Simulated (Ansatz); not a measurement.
**How many bands does the GW gap of GaSb (F-43m) need?**

How do accuracy and time trade against each other in G0W0 on GaSb (F-43m)?

Main program and level: Ansatz 0.2.0; G0W0 on r2SCAN, plane waves, PAW.

The database entry behind the starting cell differs from later determinations by our own check (about 0.4 % long), so it need not match the best structure at ambient conditions.

### 1. Set-up

Symmetry: F-43m, No. 216, cubic system. The conventional cell has a = 6.118 Å, b = 6.118 Å, c = 6.118 Å, α = 90.00°, β = 90.00°, γ = 90.00°. Nearest to Ga lie 4 Sb at 2.65 Å. Nearest to Sb lie 4 Ga at 2.65 Å. Farther neighbours are not listed.

The cell and positions come from the Crystallography Open Database and are kept as given unless a step says otherwise. Spin-orbit coupling is left out unless a step names it.

### 2. 238 empty bands, screening to 150 eV

Now the one-shot GW correction: screening in the RPA, then the self-energy of the levels asked for. This step takes hard PAW files.

File input.yaml:

```yaml
crystal:
  lattice:
    - [0.0, 3.059, 3.059]
    - [3.059, 0.0, 3.059]
    - [3.059, 3.059, 0.0]
  atoms:
    - { symbol: Ga, position: [0.0, 0.0, 0.0] }
    - { symbol: Sb, position: [0.25, 0.25, 0.25] }
kpoints:
  mp_grid: { grid: [8, 8, 8] }
hamiltonian:
  xc: r2scan
  pseudopotentials: { kind: paw, source: ansatz }
scf:
  occupations: { method: fixed }
gw:
  n_empty_bands: 238
  ecut_chi: 150
  qp_bands: [v2, c2]
  qp_kpoints: band_edges
  screening: { model: contour_deformation }
```

Started as:

```bash
$ ansatz run input.yaml --threads 3 --pin off --max-ram 92160MiB --backend cuda --events-out ev --progress --plain --runs-dir out --devices 1 --max-vram 13GiB
```

Numbers of over 12 decimals in the logs are rounded to 6 here.

Output:

```text
GPUs: using 1 of 1 available (devices: 1).
Engine: ansatz 0.2.0, x86_64-unknown-linux-gnu
Pseudopotentials: kind: paw
Pseudopotential: Ga, paw, valence charge 21, recommended cutoff 1300 eV (meta_gga), Ga.paw.azcp
Pseudopotential: Sb, paw, valence charge 21, recommended cutoff 460 eV (normal), Sb.paw.azcp
Functional definition: r2SCAN
  parameter k0 = 0.174
  parameter k1 = 0.065
  parameter a1 = 4.9479
  exchange = r2scan_x(k0 = k0, k1 = k1, a1 = a1)
  correlation = r2scan_c
device memory: the entry about to start is reckoned to put 3.6 GiB on a device that reports 41.7 GiB free (of which the cap on the GPU budget leaves the run 13.0 GiB)
GPU FFT provider: cuFFT
GPU libraries: cuBLAS 13.8.2, cuFFT 12.4.0, cuSOLVER 12.3.4
Crystal: 2 atoms, lattice volume = 57.249 Å³
Basis set: ecut = 1300 eV, 6081 PW (Γ), exchange–correlation on 288×288×288 points (64 copies of the dense FFT grid, shifted against one another)
Bands: 26, of which v1, the nominal top of the filled ones, is band 21 counted from 1 (20 counted from 0)
Symmetry: 24 space group operations
Space group: F-43m (ITA 216), of the structure as read, at distance tolerance 3.9e-5 Å
k-points: 29 of 512 (time reversal used)
Non-local potential: Ga, projectors of the file, l = 0: 3, l = 1: 3, l = 2: 3, l = 3: 2
Non-local potential: Sb, projectors of the file, l = 0: 2, l = 1: 4, l = 2: 3, l = 3: 2
PAW form: soft (Blöchl's): semilocal exchange-correlation on the pseudo side does not see the compensation charge
PAW frozen core: Ga, regenerated for the run's functional (the file was generated under x = pbe(κ = 0.804, μ = 0.219515), c = pbe(β = 0.066725))
PAW frozen core: Sb, regenerated for the run's functional (the file was generated under x = pbe(κ = 0.804, μ = 0.219515), c = pbe(β = 0.066725))
PAW one-centre angular grid: Ga, 590 points (default); XC on 160 Gauss nodes
PAW one-centre angular grid: Sb, 590 points (default); XC on 224 Gauss nodes
Initial density: superposition of atomic densities (chi_scale 0.1, normalization cell, long waves kept (reshape's long-wave potential 0.00 eV rms))
Initial wavefunctions: pseudopotential atomic-orbital guess
GPU buffer pool allocated for 373248 grid points (all kernels)
GPU transforms: local potential and band sums: pruned to the plane-wave sphere, on 50×54×54
Functional: x = r2scan, c = r2scan; τ floored in thin density (d = 2e-4 eV/Å³)
iter 1 solved again at ethr=1.75e-3 eV; its pass at ethr=3.10e-3 eV (dr2=7.35e-1 eV) is discarded
SCF iter   1: F=—  HF=-17694.485151 eV  |F-HF|=—  |Δ(HF+E_count)|=         —  Δρ=4.24e-2  dr2=7.39e-1  dr2_τ=1.62e-2  ethr=1.75e-3  ⟨swp⟩=1.0  Hψ=3879  notcnv=0  defer=71
preconditioner: auto → none  [insulator: Δε(μ)=0.136 eV  Ē_g=16.806 eV  n_scr=14 (ndim 8)  ℏωp=20.8 eV  f_vac=0.103  ε∞_Penn≈2.5]
SCF iter   2: F=—  HF=-17694.537152 eV  |F-HF|=—  |Δ(HF+E_count)|=   5.20e-2  Δρ=2.00e-2  dr2=1.26e-1  dr2_τ=1.82e-2  ethr=1.75e-3  ⟨swp⟩=4.0  Hψ=1522  notcnv=0  defer=73
SCF iter   3: F=—  HF=-17694.538643 eV  |F-HF|=—  |Δ(HF+E_count)|=   1.49e-3  Δρ=9.72e-3  dr2=2.92e-2  dr2_τ=1.73e-3  ethr=3.00e-4  ⟨swp⟩=3.0  Hψ=1383  notcnv=0  defer=81
SCF iter   4: F=—  HF=-17694.542204 eV  |F-HF|=—  |Δ(HF+E_count)|=   3.56e-3  Δρ=3.47e-3  dr2=6.36e-3  dr2_τ=1.43e-3  ethr=6.94e-5  ⟨swp⟩=3.5  Hψ=1299  notcnv=0  defer=81
SCF iter   5: F=—  HF=-17694.541725 eV  |F-HF|=—  |Δ(HF+E_count)|=   4.79e-4  Δρ=8.49e-4  dr2=3.02e-4  dr2_τ=3.94e-5  ethr=1.51e-5  ⟨swp⟩=3.4  Hψ=1193  notcnv=0  defer=81
SCF iter   6: F=—  HF=-17694.541755 eV  |F-HF|=—  |Δ(HF+E_count)|=   3.06e-5  Δρ=1.15e-4  dr2=4.15e-6  dr2_τ=6.28e-7  ethr=7.19e-7  ⟨swp⟩=2.0  Hψ=1064  notcnv=0  defer=81
SCF iter   7: F=-17694.541758 eV  HF=-17694.541758 eV  |F-HF|=4.16e-8  |Δ(HF+E_count)|=   2.75e-6  Δρ=1.14e-5  dr2=3.04e-8  dr2_τ=4.23e-9  ethr=2.38e-10  ⟨swp⟩=11.5  Hψ=4996  notcnv=0
SCF 1 converged in 7 iterations: F = -17694.541758 eV  dr2 = 3.04e-8
  greatest PAW one-centre occupation: 1.000 electrons in one spin orbital (limit 2), on the Sb atom at site 1 (counted from 0), in its partial waves of l = 1
device memory: the entry about to start is reckoned to put 2.9 GiB (of the 3.2 GiB reckoned in all, the device holds 0.3 GiB already) on a device that reports 42.0 GiB free (of which the cap on the GPU budget leaves the run 12.7 GiB)
NSCF: frozen V_eff on 29 k-points, pencils in batches of 32, up to order 104
the band table was solved once the SCF had ended and its energy, with any forces and stress, was formed, with the checks that follow a solve (3559 applications of the Hamiltonian). They found nothing against the state; the energy, forces and stress were not computed again (output.eigenvalues in the input reference)
device memory: the entry about to start is reckoned to put 4.5 GiB on a device that reports 39.0 GiB free (of which the cap on the GPU budget leaves the run 13.0 GiB)
NSCF: frozen V_eff on 29 k-points
G₀W₀ screening: q 1/29
[... further progress lines ...]
SCF converged after 7 iterations
Free energy (F): -17694.541758 eV
Harris-Foulkes:  -17694.541758 eV  (|F-HF|=4.16e-8)
Internal energy: -17694.541758 eV  (E = F + TS)
E sigma→0 (E₀):  -17694.541758 eV
Fermi energy:    8.997462 eV
--- Per-component energies (eV) ---
  E_band       = -1590.720403
  E_kinetic    = 1121.098660
  E_local      = -13742.882891  (includes V_loc(G=0)·N_el)
  E_nonlocal   = 1767.251429
  E_hartree    = 5614.091155
  E_xc         = -1047.623508
  E_vxc        = -406.736037  (∫ρ·V_xc dr)
  E_paw        = -5814.700354  (= ΣΔE_a)
  E_vpaw       = -1588.715928  (= ΣTr[D̂ρ^β])
  E_aug_tail   = 0.000047  (compensation charges beyond the density's cutoff)
  E_vtau       = 31.084039  (kinetic-family band-sum trace: ∫τ·v_τ [+ j·A + Jᵃ·Aᵃ] dr)
  E_ewald      = -5591.284751
  E_core_change = -0.491545  (= ΣΔE_core)
  E_smearing   = -0.000000  (= −TS)
  E_closure    = 0.000000  (closes the sum)
  Σ components = -17694.541758   (vs F -17694.541758, Δ=0.00e0)
--- Band table (eV; the first three rows and the last of 29) ---
  k-point 0: bands = [... 17 lower, -2.9314, 8.9975, 8.9975, 8.9975, 9.4684, 11.9934, 11.9934, 11.9934, ... 1 higher]
  k-point 1: bands = [... 17 lower, -2.7622, 7.0424, 8.7339, 8.7339, 10.3406, 12.3570, 12.3570, 12.7418, ... 1 higher]
  k-point 2: bands = [... 17 lower, -2.2805, 4.9057, 8.2636, 8.2636, 10.1077, 12.9062, 12.9062, 14.6599, ... 1 higher]
  k-point 28: bands = [... 17 lower, -0.2821, 2.1146, 5.5241, 5.7532, 13.0281, 13.6300, 13.8272, 14.1185, ... 1 higher]
--- G₀W₀: contour deformation, 8 samples at zero and on the imaginary axis and 2 off it, 512 q-points, 238 empty bands' worth ---
  eigenvalues of the whole cell's RPA ε∞ on this k-mesh (on a slab, of 1 + 4πα/V) = 32.0776, 32.0776, 32.0776; static W/v taken at q = 0 is 0.031174
  bands read: the sum over 259 bands ends inside a degenerate multiplet in 2 slots, whose members it reads at an even weight; the widest, k=5: bands 259 to 260 (counted from 1) at 1/2 each
  gw.qp_kpoints: band_edges: 13 of 29 stored k-points solved, in 1 pass; an edge of the gap read off the rows below is read off those points alone
    valence top: of the k-points left out ik 10 came nearest to being solved in a further pass, in band 21 (counted from 1, as in the quasiparticle table): it holds the edge there only if its correction is more favourable than any solved in that band by at least 0.779 eV; those differ by 0.016 eV
    conduction bottom: of the k-points left out ik 18 came nearest to being solved in a further pass, in band 22 (counted from 1, as in the quasiparticle table): it holds the edge there only if its correction is more favourable than any solved in that band by at least 0.786 eV; those differ by 0.153 eV
    ik  band        ε_KS         Σx   Σc(E_QP)       V_xc       Z   E_QP_lin       E_QP  E_QP is
     0    20      8.9975   -15.2636     0.5123   -14.4165  0.7612     8.6529     8.6628  root
     0    21      8.9975   -15.2636     0.5123   -14.4165  0.7612     8.6529     8.6628  root
     0    22      9.4684   -12.2126    -3.6026   -15.8768  0.7676     9.5302     9.5300  root
     0    23     11.9934    -7.7067    -3.9465   -11.6733  0.7514    12.0136    12.0135  root
     1    20      8.7339   -15.0396     0.5809   -14.1259  0.7593     8.3914     8.4012  root
     1    21      8.7339   -15.0396     0.5809   -14.1259  0.7593     8.3914     8.4012  root
     1    22     10.3406   -10.6418    -3.5424   -14.2077  0.7632    10.3640    10.3640  root
     1    23     12.3570    -7.8447    -4.0543   -11.9097  0.7469    12.3676    12.3676  root
     2    20      8.2636   -14.8773     0.7707   -13.7700  0.7549     7.9167     7.9270  root
     2    21      8.2636   -14.8773     0.7707   -13.7700  0.7549     7.9167     7.9270  root
     2    22     10.1077    -9.6589    -3.5661   -13.2299  0.7658    10.1128    10.1128  root
     2    23     12.9062    -7.6596    -4.2518   -11.8989  0.7389    12.8937    12.8937  root
     3    20      7.9117   -14.8480     0.9290   -13.5777  0.7516     7.5594     7.5703  root
     3    21      7.9117   -14.8480     0.9290   -13.5777  0.7516     7.5594     7.5703  root
     3    22      9.8088    -9.5998    -3.4893   -13.0774  0.7677     9.7970     9.7970  root
     3    23     13.0541    -7.2284    -4.2670   -11.4534  0.7398    13.0122    13.0121  root
     4    20      7.7865   -14.8478     0.9861   -13.5186  0.7502     7.4323     7.4434  root
     4    21      7.7865   -14.8478     0.9861   -13.5186  0.7502     7.4323     7.4434  root
     4    22      9.6990    -9.6244    -3.4615   -13.0695  0.7682     9.6825     9.6825  root
     4    23     13.0311    -7.0665    -4.2408   -11.2546  0.7416    12.9785    12.9783  root
     5    20      8.2921   -14.6983     0.7155   -13.6502  0.7553     7.9496     7.9595  root
     5    21      8.2921   -14.6983     0.7155   -13.6502  0.7553     7.9496     7.9595  root
     5    22     10.9514    -9.9910    -3.6204   -13.6299  0.7576    10.9700    10.9700  root
     5    23     11.7825    -8.6748    -3.8751   -12.4923  0.7580    11.7250    11.7248  root
[...]
23    20      5.8091   -14.3137     1.7603   -12.2201  0.7158     5.4654     5.4758  root
    23    21      7.0241   -14.4195     1.2677   -12.8033  0.7397     6.6634     6.6756  root
    23    22     11.6014    -8.9834    -4.0124   -12.9916  0.7518    11.5972    11.5971  root
    23    23     12.7355    -6.5200    -4.1156   -10.4910  0.7486    12.5919    12.5909  root
    28    20      5.5241   -14.1682     1.9849   -11.8425  0.7082     5.1720     5.1833  root
    28    21      5.7532   -13.8582     1.8181   -11.7002  0.7124     5.4015     5.4133  root
    28    22     13.0281    -8.7315    -4.6306   -13.3764  0.7236    13.0424    13.0424  root
    28    23     13.6300    -6.5867    -4.2475   -10.6171  0.7413    13.4149    13.4130  root
```

It took 2.4 min on 1 × NVIDIA H100 80GB HBM3 (shared by 6 runs) with 3 threads of AMD EPYC 7R13 (Zen 3), shared host; peak memory 3.5 GiB; 4.3 min of CPU time.

Reading the cycles: dr2 is the Hartree energy of the density residual (eV), the measure of convergence; HF is the Harris–Foulkes estimate of the energy, which meets the free energy F at convergence.

Numbers from this step:

* bands summed: 259
* RPA ε∞ on this mesh (eigenvalues): 32.08, 32.08, 32.08
* plane waves in the screening matrix: 259
* q-points in the mesh: 512
* G0W0 gap on the mesh: 0.8672 eV
* k of the valence top: 0, 0, 0
* k of the conduction bottom: 0, 0, 0
* starting gap on the mesh: 0.4710 eV
* Z at the valence top: 0.7612
* Z at the conduction bottom: 0.7676
* least direct G0W0 gap on the computed points: 0.8672 eV

The gap on the mesh goes from 0.47 eV to 0.87 eV, a correction of +0.40 eV. Between the two edge states, bare exchange in place of the xc potential would open the gap by 4.51 eV, and correlation takes back 4.11 eV.

### 3. 513 empty bands, screening to 250 eV

Bands and screening cutoff are moved together, since each hides the error of the other.

input.yaml, as its differences from that of step 2:

```diff
@@ -16,4 +16,4 @@
 gw:
-  n_empty_bands: 238
-  ecut_chi: 150
+  n_empty_bands: 513
+  ecut_chi: 250
   qp_bands: [v2, c2]
```

Output:

```text
GPUs: using 1 of 1 available (devices: 1).
[...]
GPU FFT provider: cuFFT
GPU libraries: cuBLAS 13.8.2, cuFFT 12.4.0, cuSOLVER 12.3.4
Crystal: 2 atoms, lattice volume = 57.249 Å³
Basis set: ecut = 1300 eV, 6081 PW (Γ), exchange–correlation on 288×288×288 points (64 copies of the dense FFT grid, shifted against one another)
Bands: 26, of which v1, the nominal top of the filled ones, is band 21 counted from 1 (20 counted from 0)
[... 1 set-up line as in the run before ...]
[...]
k-points: 29 of 512 (time reversal used)
[...]
GPU buffer pool allocated for 373248 grid points (all kernels)
[...]
SCF iter   7: F=-17694.541758 eV  HF=-17694.541758 eV  |F-HF|=4.16e-8  |Δ(HF+E_count)|=   2.75e-6  Δρ=1.14e-5  dr2=3.04e-8  dr2_τ=4.23e-9  ethr=2.38e-10  ⟨swp⟩=11.5  Hψ=4996  notcnv=0
SCF 1 converged in 7 iterations: F = -17694.541758 eV  dr2 = 3.04e-8
[...]
NSCF: frozen V_eff on 29 k-points, pencils in batches of 32, up to order 104
[...]
NSCF: frozen V_eff on 29 k-points
G₀W₀ screening: q 1/29
[... further progress lines ...]
SCF converged after 7 iterations
Free energy (F): -17694.541758 eV
[...]
Internal energy: -17694.541758 eV  (E = F + TS)
E sigma→0 (E₀):  -17694.541758 eV
Fermi energy:    8.997462 eV
[...]
--- Band table (eV; the first three rows and the last of 29) ---
  k-point 0: bands = [... 17 lower, -2.9314, 8.9975, 8.9975, 8.9975, 9.4684, 11.9934, 11.9934, 11.9934, ... 1 higher]
  k-point 1: bands = [... 17 lower, -2.7622, 7.0424, 8.7339, 8.7339, 10.3406, 12.3570, 12.3570, 12.7418, ... 1 higher]
  k-point 2: bands = [... 17 lower, -2.2805, 4.9057, 8.2636, 8.2636, 10.1077, 12.9062, 12.9062, 14.6599, ... 1 higher]
  k-point 28: bands = [... 17 lower, -0.2821, 2.1146, 5.5241, 5.7532, 13.0281, 13.6300, 13.8272, 14.1185, ... 1 higher]
[...]
0    20      8.9975   -15.2636     0.4452   -14.4165  0.7609     8.5745     8.5957  root
     0    21      8.9975   -15.2636     0.4452   -14.4165  0.7609     8.5745     8.5957  root
     0    22      9.4684   -12.2126    -3.7506   -15.8768  0.7674     9.3824     9.3819  root
     0    23     11.9934    -7.7067    -4.0027   -11.6733  0.7513    11.9574    11.9573  root
     1    20      8.7339   -15.0396     0.5155   -14.1259  0.7590     8.3155     8.3358  root
     1    21      8.7339   -15.0396     0.5155   -14.1259  0.7590     8.3155     8.3358  root
     1    22     10.3406   -10.6418    -3.6526   -14.2077  0.7630    10.2542    10.2538  root
     1    23     12.3570    -7.8447    -4.1126   -11.9097  0.7466    12.3094    12.3093  root
[...]
28    20      5.5241   -14.1682     1.9408   -11.8425  0.7082     5.1212     5.1392  root
    28    21      5.7532   -13.8582     1.7729   -11.7002  0.7124     5.3493     5.3680  root
    28    22     13.0281    -8.7315    -4.7176   -13.3764  0.7232    12.9557    12.9554  root
    28    23     13.6300    -6.5867    -4.2929   -10.6171  0.7413    13.3703    13.3676  root
```

Wall time 5.8 min (1 × NVIDIA H100 80GB HBM3 (shared by 6 runs) with 3 threads); peak memory 5.7 GiB.

Numbers from this step:

```
bands summed                                 : 534
RPA ε∞ on this mesh (eigenvalues)            : 32.08, 32.08, 32.08
plane waves in the screening matrix          : 531
q-points in the mesh                         : 512
G0W0 gap on the mesh                         : 0.7863 eV
k of the valence top                         : 0, 0, 0
k of the conduction bottom                   : 0, 0, 0
starting gap on the mesh                     : 0.4710 eV
Z at the valence top                         : 0.7609
Z at the conduction bottom                   : 0.7674
least direct G0W0 gap on the computed points : 0.7863 eV
```

Against the run with 8×8×8 mesh, 238 empty bands, screening to 150 eV, hard PAW files, the gap moves by −0.08 eV.

### 4. Changing the k mesh: 10×10×10 mesh, 238 empty bands, screening to 150 eV, hard PAW files

A second mesh at equal bands and cutoff isolates the sampling error. Bands and cutoff differ from the step before, so it is read against an earlier run that matches them.

input.yaml, as its differences from that of step 3:

```diff
@@ -9,3 +9,3 @@
 kpoints:
-  mp_grid: { grid: [8, 8, 8] }
+  mp_grid: { grid: [10, 10, 10] }
 hamiltonian:
@@ -16,4 +16,4 @@
 gw:
-  n_empty_bands: 513
-  ecut_chi: 250
+  n_empty_bands: 238
+  ecut_chi: 150
   qp_bands: [v2, c2]
```

Output:

```text
GPUs: using 1 of 1 available (devices: 1).
[...]
GPU FFT provider: cuFFT
GPU libraries: cuBLAS 13.8.2, cuFFT 12.4.0, cuSOLVER 12.3.4
Crystal: 2 atoms, lattice volume = 57.249 Å³
Basis set: ecut = 1300 eV, 6081 PW (Γ), exchange–correlation on 288×288×288 points (64 copies of the dense FFT grid, shifted against one another)
Bands: 26, of which v1, the nominal top of the filled ones, is band 21 counted from 1 (20 counted from 0)
[...]
1    23     12.2400    -7.8314    -3.9975   -11.8502  0.7524    12.2613    12.2613  root
[...]
46    20      5.5866   -14.1775     1.9393   -11.8901  0.7132     5.2267     5.2385  root
    46    21      5.7971   -13.8916     1.7877   -11.7564  0.7166     5.4375     5.4497  root
    46    22     12.4174    -8.1116    -4.2752   -12.3639  0.7403    12.3945    12.3945  root
    46    23     12.7217    -6.8363    -4.1994   -10.8942  0.7491    12.5810    12.5801  root
[key lines of the parts left out:]
SCF converged after 7 iterations
Free energy (F): -17694.545981 eV
Fermi energy:    8.996251 eV
```

It took 7.2 min on 1 × NVIDIA H100 80GB HBM3 (shared by 6 runs) with 3 threads; peak memory 4.5 GiB.

This step gave:

```
bands summed                                 : 259
RPA ε∞ on this mesh (eigenvalues)            : 22.90, 22.90, 22.90
plane waves in the screening matrix          : 259
G0W0 gap on the mesh                         : 0.8770 eV
k of the valence top                         : 0, 0, 0
k of the conduction bottom                   : 0, 0, 0
starting gap on the mesh                     : 0.4711 eV
least direct G0W0 gap on the computed points : 0.8770 eV
```

Against the run with 8×8×8 mesh, 238 empty bands, screening to 150 eV, hard PAW files, the gap moves by +0.010 eV.

### 5. The runs together

Times are wall times on 1 × NVIDIA H100 80GB HBM3 (shared by 6 runs) with 3 threads of AMD EPYC 7R13 (Zen 3), shared host, good to a factor of about two.

| mesh | files | frequency | bands summed | cutoff (eV) | start (eV) | G0W0 (eV) | time | host memory (GiB) |
| --- | --- | --- | --- | --- | --- | --- | --- | --- |
| 8×8×8 | hard PAW | contour deformation | 259 | 150 | 0.471 | 0.867 | 2.4 min | 3.5 |
| 8×8×8 | hard PAW | contour deformation | 534 | 250 | 0.471 | 0.786 | 5.8 min | 5.7 |
| 10×10×10 | hard PAW | contour deformation | 259 | 150 | 0.471 | 0.877 | 7.2 min | 4.5 |

How the two edges are built up, in eV (the quasiparticle level is the starting level plus Σx plus Σc less Vxc):

| run | edge | start | Σx | Σc | Vxc | Z | QP |
| --- | --- | --- | --- | --- | --- | --- | --- |
| 259 bands | valence top | 9.00 | -15.26 | 0.51 | -14.42 | 0.76 | 8.66 |
| 259 bands | conduction bottom | 9.47 | -12.21 | -3.60 | -15.88 | 0.77 | 9.53 |
| 534 bands | valence top | 9.00 | -15.26 | 0.45 | -14.42 | 0.76 | 8.60 |
| 534 bands | conduction bottom | 9.47 | -12.21 | -3.75 | -15.88 | 0.77 | 9.38 |

### 6. Outcome

```
259 bands, 150 eV                   : 0.867 eV
534 bands, 250 eV                   : 0.786 eV
estimated limit in bands and cutoff : 0.71 eV
mesh and start                      : 8×8×8, r2SCAN
```

A line in one over the bands through the two rungs gives 0.71 eV, −0.08 eV from the top rung; with two points alone it is an unchecked estimate. The rungs stand 0.16 eV (259 bands) and 0.08 eV (534 bands) from it. From 259 to 534 bands the gap moves by −0.08 eV while the time grows 2.4-fold. Σc changes by −0.07 eV at the valence top and −0.15 eV at the conduction bottom, so the conduction edge carries most of the change. On the 10×10×10 mesh in place of 8×8×8 the gap differs by +0.01 eV, of which +0.0001 eV is already in the start. Gaps are over the mesh's points; an edge off the mesh would be missed. The RPA ε∞ on this mesh reaches over 25; with a narrow direct gap a coarse mesh can overstate it, and the correction is then too small. The many-body steps are scalar-relativistic: spin-orbit coupling is not in them.

[Paths, hosts, dates, memory and timing lines, banners, echoed tables and standing remarks are left out of the program output.]

[Logs are printed without paths, hosts, clocks, repeated set-up lines and the standing remarks that a program may print on its own settings, such as how far it seeks lower states.]

[Runs of the session that timed out or met a known fault of the program may be left out.]

[Cells called generated may have been cut or substituted from an entry of the Crystallography Open Database or the Materials Project.]

[Hosts, paths, dates, database ids (printed as entryN), source tags and the programs' standing remarks are cut or masked in the printed files.]
